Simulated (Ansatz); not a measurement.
# BaTiO3 (R3m): converging the G0W0 gap, part 2 of 2

Aim: see how the G0W0 gap of BaTiO3 (R3m) on r2SCAN moves with empty bands and screening cutoff, and what each rung costs.

Ansatz 0.2.0; G0W0 on r2SCAN, plane waves, PAW. Known limits of the many-body steps: not at the basis limit; no spin-orbit coupling; coarse k mesh.

So far. Step 4 (508 empty bands, screening to 230 eV): Against the run with 4×4×4 mesh, 236 empty bands, screening to 138 eV, the gap moves by +0.06 eV.

**5. Changing the frequency model: 4×4×4 mesh, 508 empty bands, screening to 230 eV, plasmon pole**

A plasmon pole stands in for the full frequency dependence of the screening; this run shows what that costs in accuracy.

Input file input.yaml:

```yaml
crystal:
  lattice:
    - [2.8273666084, 1.6323808724, 2.3183934932]
    - [-2.8273666084, 1.6323808724, 2.3183934932]
    - [0.0, -3.2647617449, 2.3183934932]
  atoms:
    - { symbol: Ba, position: [0.0, 0.0, 0.0] }
    - { symbol: Ti, position: [0.4845, 0.4845, 0.4845] }
    - { symbol: O, position: [0.5086, 0.5086, 0.0175] }
    - { symbol: O, position: [0.0175, 0.5086, 0.5086] }
    - { symbol: O, position: [0.5086, 0.0175, 0.5086] }
kpoints:
  mp_grid: { grid: [4, 4, 4] }
hamiltonian:
  xc: r2scan
scf:
  occupations: { method: fixed }
gw:
  n_empty_bands: 508
  ecut_chi: 230.0
  qp_bands: [v2, c2]
  qp_kpoints: band_edges
  screening: { model: godby_needs }
```

Started as:

```console
ansatz run input.yaml --threads 3 --pin off --max-ram 92160MiB --backend cuda --events-out ev --progress --plain --runs-dir out --devices 1 --max-vram 13GiB  # rebuilt from the run's record
```

Numbers of over 12 decimals in the logs are rounded to 6 here.

The log of the run:

```text
GPUs: using 1 of 1 available (devices: 1).
[...]
GPU FFT provider: cuFFT
GPU libraries: cuBLAS 13.8.2, cuFFT 12.4.0, cuSOLVER 12.3.4
Crystal: 5 atoms, lattice volume = 64.201 Å³
Basis set: ecut = 500 eV, 1647 PW (Γ), exchange–correlation on 120×120×120 points (64 copies of the dense FFT grid, shifted against one another)
Bands: 25, of which v1, the nominal top of the filled ones, is band 20 counted from 1 (19 counted from 0)
[...]
1    22     13.3851   -13.8425    -6.4356   -21.4142  0.7731    14.5289    14.5211  root
[...]
12    19      9.9033   -25.8945     4.4737   -21.2240  0.7702     9.7063     9.7066  root
    12    20      9.9174   -25.9199     4.4863   -21.2390  0.7705     9.7226     9.7228  root
    12    21     14.6501   -14.5100    -7.3381   -23.1315  0.7561    15.9456    15.9335  root
    12    22     14.8061   -14.5936    -7.4041   -23.2968  0.7542    16.1172    16.1052  root
[key lines of the parts left out:]
SCF converged after 7 iterations
Free energy (F): -10183.827721 eV
Fermi energy:    9.917450 eV
```

Wall time 61 s (1 × NVIDIA H100 80GB HBM3 (shared by 6 runs) with 3 threads of AMD EPYC 7R13 (Zen 3), shared host); peak memory 2.9 GiB; 2.1 min of CPU time.

Numbers from this step:

```
bands summed                                 : 528
plasmon-pole fit frequency                   : 29.31 eV
RPA ε∞ on this mesh (eigenvalues)            : 4.731, 5.123, 5.123
plane waves in the screening matrix          : 485
G0W0 gap on the mesh                         : 4.030 eV
k of the valence top                         : -0.5, -0.5, -0.5
k of the conduction bottom                   : 0, 0, 0
starting gap on the mesh                     : 2.797 eV
least direct G0W0 gap on the computed points : 4.425 eV
```

Against the run with 4×4×4 mesh, 508 empty bands, screening to 230 eV, the gap moves by −0.06 eV.

**6. Changing the files and raising the bands: 4×4×4 mesh, 753 empty bands, screening to 299 eV, hard PAW files**

Other atomic data (hard PAW) test the pseudisation: the cutoff goes from 500 to 1050 eV, with the same valence electrons. Bands and screening cutoff change too, so the step is no clean test of the files.

Edit input.yaml of step 5 so:

```diff
@@ -15,2 +15,3 @@
   xc: r2scan
+  pseudopotentials: { kind: paw, source: ansatz }
 scf:
@@ -18,6 +19,6 @@
 gw:
-  n_empty_bands: 508
-  ecut_chi: 230.0
+  n_empty_bands: 753
+  ecut_chi: 299.0
   qp_bands: [v2, c2]
   qp_kpoints: band_edges
-  screening: { model: godby_needs }
+  screening: { model: contour_deformation }
```

The log of the run:

```text
GPUs: using 1 of 1 available (devices: 1).
[...]
GPU FFT provider: cuFFT
GPU libraries: cuBLAS 13.8.2, cuFFT 12.4.0, cuSOLVER 12.3.4
Crystal: 5 atoms, lattice volume = 64.201 Å³
Basis set: ecut = 1050 eV, 4945 PW (Γ), exchange–correlation on 240×240×240 points (64 copies of the dense FFT grid, shifted against one another)
Bands: 25, of which v1, the nominal top of the filled ones, is band 20 counted from 1 (19 counted from 0)
[...]
1    22     13.4058   -13.8409    -6.7403   -21.4120  0.7296    14.2491    14.2365  root
[...]
12    19      9.9285   -25.8924     4.1541   -21.2203  0.7310     9.4059     9.4106  root
    12    20      9.9427   -25.9180     4.1641   -21.2355  0.7311     9.4195     9.4242  root
    12    21     14.6726   -14.5103    -7.7658   -23.1326  0.6933    15.5494    15.5291  root
    12    22     14.8290   -14.5939    -7.8434   -23.2984  0.6906    15.7111    15.6901  root
[key lines of the parts left out:]
SCF converged after 10 iterations
Free energy (F): -10168.961342 eV
Fermi energy:    9.942739 eV
```

Wall time 89 s (1 × NVIDIA H100 80GB HBM3 (shared by 6 runs) with 3 threads); peak memory 3.7 GiB.

This step gave:

| Property | Result |
| --- | --- |
| bands summed | 773 |
| RPA ε∞ on this mesh (eigenvalues) | 4.729, 5.121, 5.121 |
| plane waves in the screening matrix | 739 |
| G0W0 gap on the mesh | 4.103 eV |
| k of the valence top | -0.5, -0.5, -0.5 |
| k of the conduction bottom | 0, 0, 0 |
| starting gap on the mesh | 2.792 eV |
| least direct G0W0 gap on the computed points | 4.490 eV |

Against the run with 4×4×4 mesh, 508 empty bands, screening to 230 eV, the gap moves by +0.016 eV.

**7. Convergence and cost**

Times are wall times on 1 × NVIDIA H100 80GB HBM3 (shared by 6 runs) with 3 threads of AMD EPYC 7R13 (Zen 3), shared host, good to a factor of about two.

| mesh | files | frequency | bands summed | cutoff (eV) | start (eV) | G0W0 (eV) | time | host memory (GiB) |
| --- | --- | --- | --- | --- | --- | --- | --- | --- |
| 4×4×4 | default PAW | contour deformation | 103 | 69 | 2.797 | 4.112 | 14 s | 1.2 |
| 4×4×4 | default PAW | contour deformation | 256 | 138 | 2.797 | 4.031 | 14 s | 1.4 |
| 4×4×4 | default PAW | contour deformation | 528 | 230 | 2.797 | 4.087 | 45 s | 1.9 |
| 4×4×4 | default PAW | plasmon pole | 528 | 230 | 2.797 | 4.030 | 61 s | 2.9 |
| 4×4×4 | hard PAW | contour deformation | 773 | 299 | 2.792 | 4.103 | 89 s | 3.7 |

How the two edges are built up, in eV (the quasiparticle level is the starting level plus Σx plus Σc less Vxc):

| run | edge | start | Σx | Σc | Vxc | Z | QP |
| --- | --- | --- | --- | --- | --- | --- | --- |
| 103 bands | valence top | 9.92 | -25.92 | 4.88 | -21.24 | 0.74 | 10.12 |
| 103 bands | conduction bottom | 12.71 | -12.93 | -5.71 | -20.16 | 0.75 | 14.23 |
| 256 bands | valence top | 9.92 | -25.92 | 4.55 | -21.24 | 0.74 | 9.79 |
| 256 bands | conduction bottom | 12.71 | -12.93 | -6.12 | -20.16 | 0.75 | 13.82 |
| 528 bands | valence top | 9.92 | -25.92 | 4.32 | -21.24 | 0.73 | 9.56 |
| 528 bands | conduction bottom | 12.71 | -12.93 | -6.30 | -20.16 | 0.75 | 13.65 |

**8. Outcome**

| Item | Value |
| --- | --- |
| 103 bands, 69 eV | 4.112 eV |
| 256 bands, 138 eV | 4.031 eV |
| 528 bands, 230 eV | 4.087 eV |
| mesh and start | 4×4×4, r2SCAN |

In words: From 103 to 528 bands the gap moves by −0.02 eV while the time grows 3.2-fold. Σc changes by −0.56 eV at the valence top and −0.59 eV at the conduction bottom, so the levels themselves move more than the gap between them. The gap turns back along the series, so no limit is drawn from it. The plasmon-pole model gives −0.06 eV against contour deformation, 4 % of the correction, and saved no time in this program. With hard PAW files and 773 bands the gap is 4.10 eV. The 4×4×4 mesh is coarse for this cell (its supercell is 16 Å along the shortest edge). The RPA ε∞ on it, from the r2SCAN start, is 4.73 and 5.12; such meshes misread the long-range screening, most where the gap is narrow. The many-body steps are scalar-relativistic: spin-orbit coupling is not in them.

[Paths, hosts, dates, memory and timing lines, banners, echoed tables and standing remarks are left out of the program output.]

[Logs are printed without paths, hosts, clocks, repeated set-up lines and the standing remarks that a program may print on its own settings, such as how far it seeks lower states.]

[Runs of the session that timed out or met a known fault of the program may be left out.]

[Cells called generated may have been cut or substituted from an entry of the Crystallography Open Database or the Materials Project.]

[Hosts, paths, dates, database ids (printed as entryN), source tags and the programs' standing remarks are cut or masked in the printed files.]
